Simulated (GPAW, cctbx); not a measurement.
# By hand: from a DFT structure factor to an extinction distance in Ir5W

Ir5W, P6/mmm (no. 191), a = 5.0634 Å, b = 5.0634 Å, c = 4.4092 Å, α = 90.00°, β = 90.00°, γ = 120.00°.

| atom | mult. | x | y | z |
| --- | --- | --- | --- | --- |
| Ir1 | 3 | 0 | 1/2 | 1/2 |
| Ir2 | 2 | 2/3 | 1/3 | 0 |
| W1 | 1 | 0 | 0 | 0 |

The start was made by putting kin elements into a known structure type; the compound need not exist, or be stable, in this form.

A DFT run (GPAW, PBE, 450 eV, 5×5×5 k-points, Fermi–Dirac width 0.1 eV) gives the static X-ray structure factor of 100 as 75.238 e for the conventional cell; superposed free atoms give 74.954 e. **Problem.** Find the Fourier component V of the crystal potential and the two-beam extinction distance at 80 kV in both cases.

**1. Geometry**

The cell volume is Ω = 97.90 Å³ and d(100) = 4.3850 Å, so g = 1/d = 0.2281 Å⁻¹.

**2. The nuclei**

Electrons feel nuclei as well as electrons, so the nuclear charges are summed with the same phases.

Phase sums Σ exp(2πi h·x), turned so that the total is real and positive: Ir +2.000, W -1.000. Then F_Z = 77 × (+2.000) + 74 × (-1.000) = 80.00 e. The electron term has the same sign for this reflection.

**3. Mott–Bethe**

Poisson's equation, term by term, gives V = (e/4πε₀)(F_Z − F)/(πΩg²), with e/4πε₀ = 14.3996 V Å.

The prefactor is 14.3996 × 4.3850²/(π × 97.90) = 0.90025 V per electron. Free atoms: (80.00 − 74.954) × 0.90025 = 4.542 V. Crystal: (80.00 − 75.238) × 0.90025 = 4.287 V. F changes by +0.38 % and V by -5.6 %: the same 0.28 e is measured against F_Z − F = 5.0 e in place of F = 75.0 e.

**4. Extinction distance**

In the two-beam case ξ = 1/(λU) with U = 2γm₀eV/h², that is ξ = 150.41 V Å²/(γλV).

At 80 kV, λ = 0.04176 Å and γ = 1.1566. Free atoms: ξ = 686 Å. Crystal: ξ = 727 Å. The thickness fringes go as sin²(πt/ξ), so the two patterns slip by a quarter of a period when t|1/ξ₁ − 1/ξ₀| = 1/4, at t ≈ 305 nm. Thermal motion, absorption and many-beam coupling, left out here, change a real pattern.

**5. Answer**

V(100) is 4.29 V against 4.54 V, and ξ is 727 against 686 Å. Limits: static atoms, two beams.
